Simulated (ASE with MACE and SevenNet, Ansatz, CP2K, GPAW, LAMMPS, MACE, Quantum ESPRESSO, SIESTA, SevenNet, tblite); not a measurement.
## Amorphous Si0.9Ge0.1 (94 atoms) in machine-learned potentials

Wanted: machine-learned potentials inputs and outputs for amorphous Si0.9Ge0.1 (94 atoms), checked against a plane-wave reference.

Program: ASE with MACE and SevenNet. Level of theory: the method is named at each step. Results are calculated unless marked as measured.

### 1. The structure

The cell holds 94 atoms: 85 Si and 9 Ge. Cell: a = 12.402 Å, b = 12.402 Å, c = 12.402 Å, α = 90.0°, β = 90.0°, γ = 90.0°. 94 atoms (85 Si, 9 Ge) placed at random at 2.65 g/cm³, melted at 3500 K for 10 ps at fixed volume with the Tersoff potential (Tersoff, Phys. Rev. B 39, 5566 (1989)). Quenched from 3500 K to 700 K at 3 K/ps and fixed volume, held 5 ps.

The yardstick, on the same geometry:

* method: Kohn-Sham DFT, PBE, SSSP efficiency 1.3.0 pseudopotentials, plane waves (Quantum ESPRESSO 7.5); sssp-pbe-1.3.0-efficiency, cutoffs 45/360 Ry, Γ point
* r.m.s. force component: 0.7531 eV/Å
* longest force: 2.572 eV/Å
* pressure: 1.742 GPa
* time: 4 min on 4 MPI ranks of Arm Neoverse V2, shared host
* CPU time: 16 min

### 2. MACE MP-0b2 small potential

Method: machine-learned interatomic potential MACE MP-0b2 small, trained on PBE(+U) plane-wave data.

Contents of run.py:

```python
import numpy as np
from ase.io import read
import mlip  # loads the published weights by name

atoms = read("structure.xyz")
atoms.calc = mlip.calc("mace-mp-0b2-small")
energy = atoms.get_potential_energy()
forces = atoms.get_forces()
print(f"energy {energy:.6f} eV")
print("forces (eV/A)")
for i, (a, f) in enumerate(zip(atoms, forces)):
    print(f"{i:4d} {a.symbol:2s} {f[0]:10.5f} {f[1]:10.5f} {f[2]:10.5f}")
stress = -atoms.get_stress(voigt=False) * 160.21766
print("stress (GPa, compression positive)")
for row in stress:
    print(" ".join(f"{x:10.4f}" for x in row))
```

Contents of structure.xyz:

```xyz
94
Lattice="12.40220 0.00000 0.00000 0.00000 12.40220 0.00000 0.00000 0.00000 12.40220" Properties=species:S:1:pos:R:3 pbc="T T T"
Si 4.42759 6.89203 2.36907
Si 12.19248 10.92175 10.40941
Si 7.27587 9.67967 10.81472
Si 0.09240 9.75061 4.98296
Si 3.77362 9.71551 4.45140
Si 2.89914 5.09408 12.01476
Si 1.51307 9.17118 1.68732
Si 9.82329 5.74135 6.88496
Si 2.86850 2.71187 6.62885
Si 2.54791 7.90938 3.51875
Si 0.45628 2.09758 2.36187
Si 3.23908 12.27136 11.03883
Si 0.86791 0.47240 11.34739
Si 11.04056 3.88164 11.50664
Si 2.70331 4.53796 8.42246
Si 5.10859 9.54721 9.59112
Si 11.81297 4.38182 4.74979
Si 6.92130 8.93901 7.32437
Si 0.48505 0.15155 1.14088
Si 4.96534 2.32157 8.12357
Si 0.69130 11.38472 6.54687
Si 8.27202 1.08383 11.48332
Si 5.94623 10.10866 4.39757
Si 7.09592 11.05731 2.45055
Si 8.43945 8.61928 8.99060
Si 0.89780 6.34497 12.16718
Si 11.28476 6.28209 10.84882
Si 7.79342 4.63941 9.75086
Si 2.43802 3.48142 10.41475
Si 10.09551 7.80495 12.03472
Si 6.25232 6.42062 3.80872
Si 9.19263 2.87012 10.30846
Si 8.50431 2.94602 4.55657
Si 11.68300 9.32869 2.67639
Si 2.07923 11.37579 2.14335
Si 1.04141 6.03454 7.59498
Si 6.91423 8.17392 5.13079
Si 8.03638 7.00352 0.60833
Si 3.15301 8.58195 6.58978
Si 5.60245 4.74657 5.23782
Si 1.32145 5.73800 3.92244
Si 1.20239 9.18110 9.74639
Si 5.39669 0.25474 1.69178
Si 4.69609 6.15273 11.02667
Si 8.60254 3.65629 6.73539
Si 9.67024 0.92434 4.55235
Si 8.76377 11.51333 10.51248
Si 8.65946 6.45076 2.91477
Si 2.17287 10.25315 7.87031
Si 3.96474 0.90139 5.41418
Si 6.34645 4.36185 7.64732
Si 1.26825 7.57340 5.67413
Si 6.72187 3.63769 1.19173
Si 9.79947 4.40055 3.36918
Si 6.13810 1.73569 12.20277
Si 5.00615 8.84264 1.15229
[... 34 atom lines left out ...]
Ge 4.32800 2.01809 10.40470
Ge 11.02977 3.44198 1.58823
Ge 10.35522 9.36614 5.87133
Ge 7.13040 9.25613 0.69589
```

The run is started by

```bash
> OMP_NUM_THREADS=1 python run.py > output.txt
```

The program printed:

```text
energy -476.788628 eV
forces (eV/A)
   0 Si   -0.00842   -0.23966    0.31848
   1 Si   -0.09789    0.22330    0.24252
   2 Si   -0.14314    0.55054   -1.23589
   3 Si    0.01619   -0.83306   -0.46348
   4 Si   -1.23860   -0.03498    0.63315
   5 Si   -0.07995   -0.25903   -0.06034
   6 Si   -0.52258   -0.04367    0.87888
   7 Si   -0.18353   -0.09720   -0.21123
   8 Si    0.63785    0.11452    0.57754
   9 Si    0.32117    0.03499   -0.74315
  10 Si    0.17374    0.27673    0.47936
  11 Si   -0.00730    0.33928   -0.17909
  12 Si    0.18819   -0.18356   -0.98028
  13 Si   -0.23561    0.12598   -0.06179
  14 Si    0.29750    0.44454   -0.73517
  15 Si    0.04676    0.50776    1.22895
  16 Si   -0.10736   -0.00186   -0.18862
  17 Si    0.37317    0.26670   -0.54638
  18 Si   -0.56608    0.48783    0.26072
  19 Si    0.23686    0.37849   -0.39304
  20 Si    0.12319    0.69746    0.13240
  21 Si   -0.19784    0.91896    0.73996
  22 Si    1.27496    0.65060   -0.44843
  23 Si   -0.62454   -0.08895   -0.10102
[...]
86 Ge   -0.17608    0.17963    0.09342
  87 Ge    0.06750   -0.77467   -0.21842
  88 Ge    0.31537   -0.68718   -0.16496
  89 Ge   -0.23889    0.25131   -0.14794
  90 Ge    0.15521   -0.46506    0.60575
  91 Ge    0.40156    0.00466   -1.01489
  92 Ge   -0.22996    0.12473   -0.37168
  93 Ge    1.33757    0.12541    0.42065
stress (GPa, compression positive)
    2.2325     0.3119    -0.4160
    0.3119     1.2211     0.7747
   -0.4160     0.7747     1.2034
```

Run time: 5.9 s. Hardware: 1 thread of Arm Neoverse V2, shared host; peak memory 0.67 GiB.

Banners, paths, timers and routine set-up lines are dropped from the logs unmarked, and long logs keep their key lines alone; longer cuts are marked.

Against the reference:

| Property | Result |
| --- | --- |
| r.m.s. force component | 0.4781 eV/Å |
| r.m.s. difference of force components | 325.8 meV/Å |
| longest difference of force vectors | 1104 meV/Å |
| force difference over r.m.s. force | 43.26 % |
| slope of forces against the reference's | 0.6079 |
| correlation of force components | 0.9577 |
| pressure | 1.552 GPa |
| pressure difference | -0.1897 GPa |

Length of the force difference by element (eV/Å):

```
element  atoms  mean  most
     Ge      9  0.51  0.83
     Si     85  0.51   1.1
```

The surroundings of Si56, which bears the longest force, nearest first, numbered as they follow in the input and with coordinates relative to it.

```csv
atom,x,y,z,distance (Å),bonds,Fx,Fy,Fz (eV/Å)
Si56,0.00,0.00,0.00,0.00,4,-1.73,-0.08,0.11
Ge94,2.12,0.41,-0.46,2.21,4,1.34,0.13,0.42
Si76,-0.86,-0.47,-2.07,2.29,4,-0.30,0.01,-0.40
Si1,-0.58,-1.95,1.22,2.37,4,-0.01,-0.24,0.32
Si77,-1.08,2.25,-0.41,2.53,4,0.11,0.29,0.04
Si24,2.09,2.21,1.30,3.31,4,-0.62,-0.09,-0.10
Si10,-2.46,-0.93,2.37,3.54,5,0.32,0.03,-0.74
Si7,-3.49,0.33,0.54,3.55,4,-0.52,-0.04,0.88
Si38,3.03,-1.84,-0.54,3.59,4,0.50,0.72,0.21
```

Atoms are counted from 1 here, from 0 in the log.

Forces lie 43 % from the reference's, at 0.0062 times its CPU time (on 1 against 4 cores).

### 3. MACE MPA-0 medium potential

Method: machine-learned interatomic potential MACE MPA-0 medium, trained on PBE(+U) plane-wave data.

Edit run.py of step 2 so:

```diff
@@ -5,3 +5,3 @@
 atoms = read("structure.xyz")
-atoms.calc = mlip.calc("mace-mp-0b2-small")
+atoms.calc = mlip.calc("mace-mpa-0-medium")
 energy = atoms.get_potential_energy()
```

structure.xyz is that of step 2.

The program printed:

```text
energy -476.134659 eV
forces (eV/A)
   0 Si   -0.14008   -0.65860    0.22349
   1 Si   -0.03166    0.25437    0.40166
   2 Si   -0.32929    0.49850   -1.47768
   3 Si    0.07991   -1.23478   -0.64305
   4 Si   -1.78018    0.03000    0.90717
   5 Si   -0.06570   -0.25045   -0.00165
   6 Si   -0.70612   -0.12312    1.24426
   7 Si   -0.23447   -0.11076   -0.29079
   8 Si    0.82829    0.20964    0.97345
   9 Si    0.61031   -0.01060   -1.21079
  10 Si    0.20031    0.17492    0.55436
  11 Si   -0.05240    0.29614   -0.22507
  12 Si    0.41314   -0.17343   -1.28581
  13 Si   -0.30471    0.17307   -0.29085
  14 Si    0.38593    0.65140   -1.01373
  15 Si    0.04063    0.66848    1.71276
  16 Si   -0.15702   -0.12295   -0.22765
  17 Si    0.68270    0.23331   -0.49007
  18 Si   -0.64150    0.58445    0.22709
  19 Si    0.30849    0.51037   -0.42188
  20 Si    0.09485    0.96981   -0.11172
  21 Si   -0.23455    0.96163    0.65060
  22 Si    1.63355    0.95785   -0.81253
  23 Si   -0.70273    0.01352   -0.21609
[...]
86 Ge   -0.06333    0.40125    0.17516
  87 Ge   -0.24494   -0.61249   -0.13245
  88 Ge    0.49246   -0.73632   -0.32592
  89 Ge   -0.76207   -0.00070   -0.39618
  90 Ge    0.16364   -0.47613    0.90860
  91 Ge    0.52206    0.38602   -1.00108
  92 Ge   -0.37683    0.03328   -0.15075
  93 Ge    1.75710    0.18453    0.51515
stress (GPa, compression positive)
    2.6052     0.5009    -0.6679
    0.5009     1.2971     1.2885
   -0.6679     1.2885     1.2697
```

The job ended after 7 s (1 thread; peak memory 0.94 GiB).

Numbers from this run, and their distance from the reference:

```
r.m.s. force component                  : 0.6344 eV/Å
r.m.s. difference of force components   : 188.3 meV/Å
longest difference of force vectors     : 710.4 meV/Å
force difference over r.m.s. force      : 25 %
slope of forces against the reference's : 0.8236
correlation of force components         : 0.9777
pressure                                : 1.724 GPa
pressure difference                     : -0.018 GPa
```

Against the first run (43 %), the force difference from the reference is 25 %, at 1.2 times the CPU time.

### 4. SevenNet l3i5 potential

Method: machine-learned interatomic potential SevenNet l3i5, trained on PBE(+U) plane-wave data.

Edit run.py of step 3 so:

```diff
@@ -5,3 +5,3 @@
 atoms = read("structure.xyz")
-atoms.calc = mlip.calc("mace-mpa-0-medium")
+atoms.calc = mlip.calc("7net-l3i5")
 energy = atoms.get_potential_energy()
```

structure.xyz is that of step 3.

The program printed:

```text
energy -476.345734 eV
forces (eV/A)
   0 Si   -0.16136   -0.39242    0.40273
   1 Si    0.00793    0.15816    0.30496
   2 Si   -0.21160    0.62384   -1.61317
   3 Si    0.34183   -0.92854   -0.44505
   4 Si   -1.75083    0.03046    0.79220
   5 Si    0.00286   -0.27384   -0.04488
   6 Si   -0.53896   -0.01093    1.29283
   7 Si   -0.25548   -0.28293   -0.44748
   8 Si    0.81657    0.24045    0.86431
   9 Si    0.28061   -0.10360   -0.89700
  10 Si    0.27193   -0.02706    0.58437
  11 Si   -0.17042    0.32280   -0.08353
  12 Si    0.43004   -0.19616   -1.24129
  13 Si   -0.32204    0.25892   -0.31230
  14 Si    0.30221    0.52598   -0.99778
  15 Si    0.05549    0.64845    1.42641
  16 Si   -0.05914   -0.12820   -0.12489
  17 Si    0.53889    0.40051   -0.56533
  18 Si   -0.74395    0.79299    0.40182
  19 Si    0.50290    0.61292   -0.55187
  20 Si    0.07663    0.73704   -0.08706
  21 Si   -0.27116    1.12866    0.69051
  22 Si    1.64816    0.70311   -0.53662
  23 Si   -0.86254   -0.00937   -0.11864
[...]
86 Ge    0.15425    0.23014    0.18789
  87 Ge   -0.19342   -0.72603   -0.27959
  88 Ge    0.53032   -0.89669   -0.33107
  89 Ge   -0.43104    0.22898   -0.13768
  90 Ge    0.15282   -0.38280    0.89091
  91 Ge    0.49257    0.25809   -0.87369
  92 Ge   -0.38898    0.20889    0.01274
  93 Ge    1.54436    0.34552    0.53156
stress (GPa, compression positive)
    2.6055     0.5744    -0.5882
    0.5744     1.5144     1.0225
   -0.5882     1.0225     1.1995
```

It took 8.4 s on 1 thread; peak memory 1.2 GiB.

Numbers from this run, and their distance from the reference:

```
r.m.s. force component                  : 0.6082 eV/Å
r.m.s. difference of force components   : 236.1 meV/Å
longest difference of force vectors     : 899.1 meV/Å
force difference over r.m.s. force      : 31.36 %
slope of forces against the reference's : 0.7769
correlation of force components         : 0.9621
pressure                                : 1.773 GPa
pressure difference                     : 0.0311 GPa
```

Against the first run (43 %), the force difference from the reference is 31 %, at 1.4 times the CPU time.

### 5. Side by side

Differences are against the plane-wave reference, forces as r.m.s. over components; share is that over the reference's r.m.s. force, slope the least-squares factor from reference forces to these. Total energies of different programs have different zeros and aren't compared.

```
                        run  Δ force, r.m.s. (meV/Å)  share (%)  slope  Δ pressure (GPa)  cores  CPU time  memory (GiB)
                  reference                        -          -      -                 -      4    16 min           6.4
MACE MP-0b2 small potential                      326       43.3  0.608            -0.190      1     5.9 s          0.67
MACE MPA-0 medium potential                      188       25.0  0.824            -0.018      1       7 s          0.94
    SevenNet l3i5 potential                      236       31.4  0.777            0.0311      1     8.4 s           1.2
```

Times of the machine-learned potentials are mostly Python's start and the loading of weights.

CPU time is summed over cores on a shared host, where runs went side by side, so it is rough. Symmetry, cutoffs, thresholds, outputs and thread counts weren't matched or tuned between programs; memory under MPI is the largest rank's times the ranks.

### 6. Summary of results

```
nearest in forces : MACE MPA-0 medium potential, 25 %
its CPU time      : 7 s
```

**Reading.** Machine-learned potentials differ by 25 % (MACE MPA-0 medium potential) to 43 % (MACE MP-0b2 small potential); they were trained on other programs' data. Among those trained on PBE data the slope goes as low as 0.61, which softening far from their training structures can give, though the reference's k-sampling is untested too. The reference's pressure holds the uncorrected Pulay stress of its 45 Ry basis, so small pressure differences, and their order, may be the reference's own error. Machine-learned potentials mimic data converged in k, so the reference's own k-point error enters their differences. The quench rate of 3 K/ps is many orders above laboratory rates, so the cell is likely richer in defects and strain than a real sample. The network of bonds at the start is that of the classical potential that made the cell, and needn't be the one that DFT or experiment would give. The electronic-structure runs sample only Γ, in a cell whose shortest periodic width is 12 Å, which is coarse for a cell with partly filled levels.

[Also dropped from logs without a mark: logging warnings of Python, and SIESTA's first energy breakdown and zero terms.]

[Logs are printed without paths, hosts, clocks, repeated set-up lines and the standing remarks that a program may print on its own settings, such as how far it seeks lower states.]

[Hosts, paths, dates, database ids (printed as entryN), source tags and the programs' standing remarks are cut or masked in the printed files.]
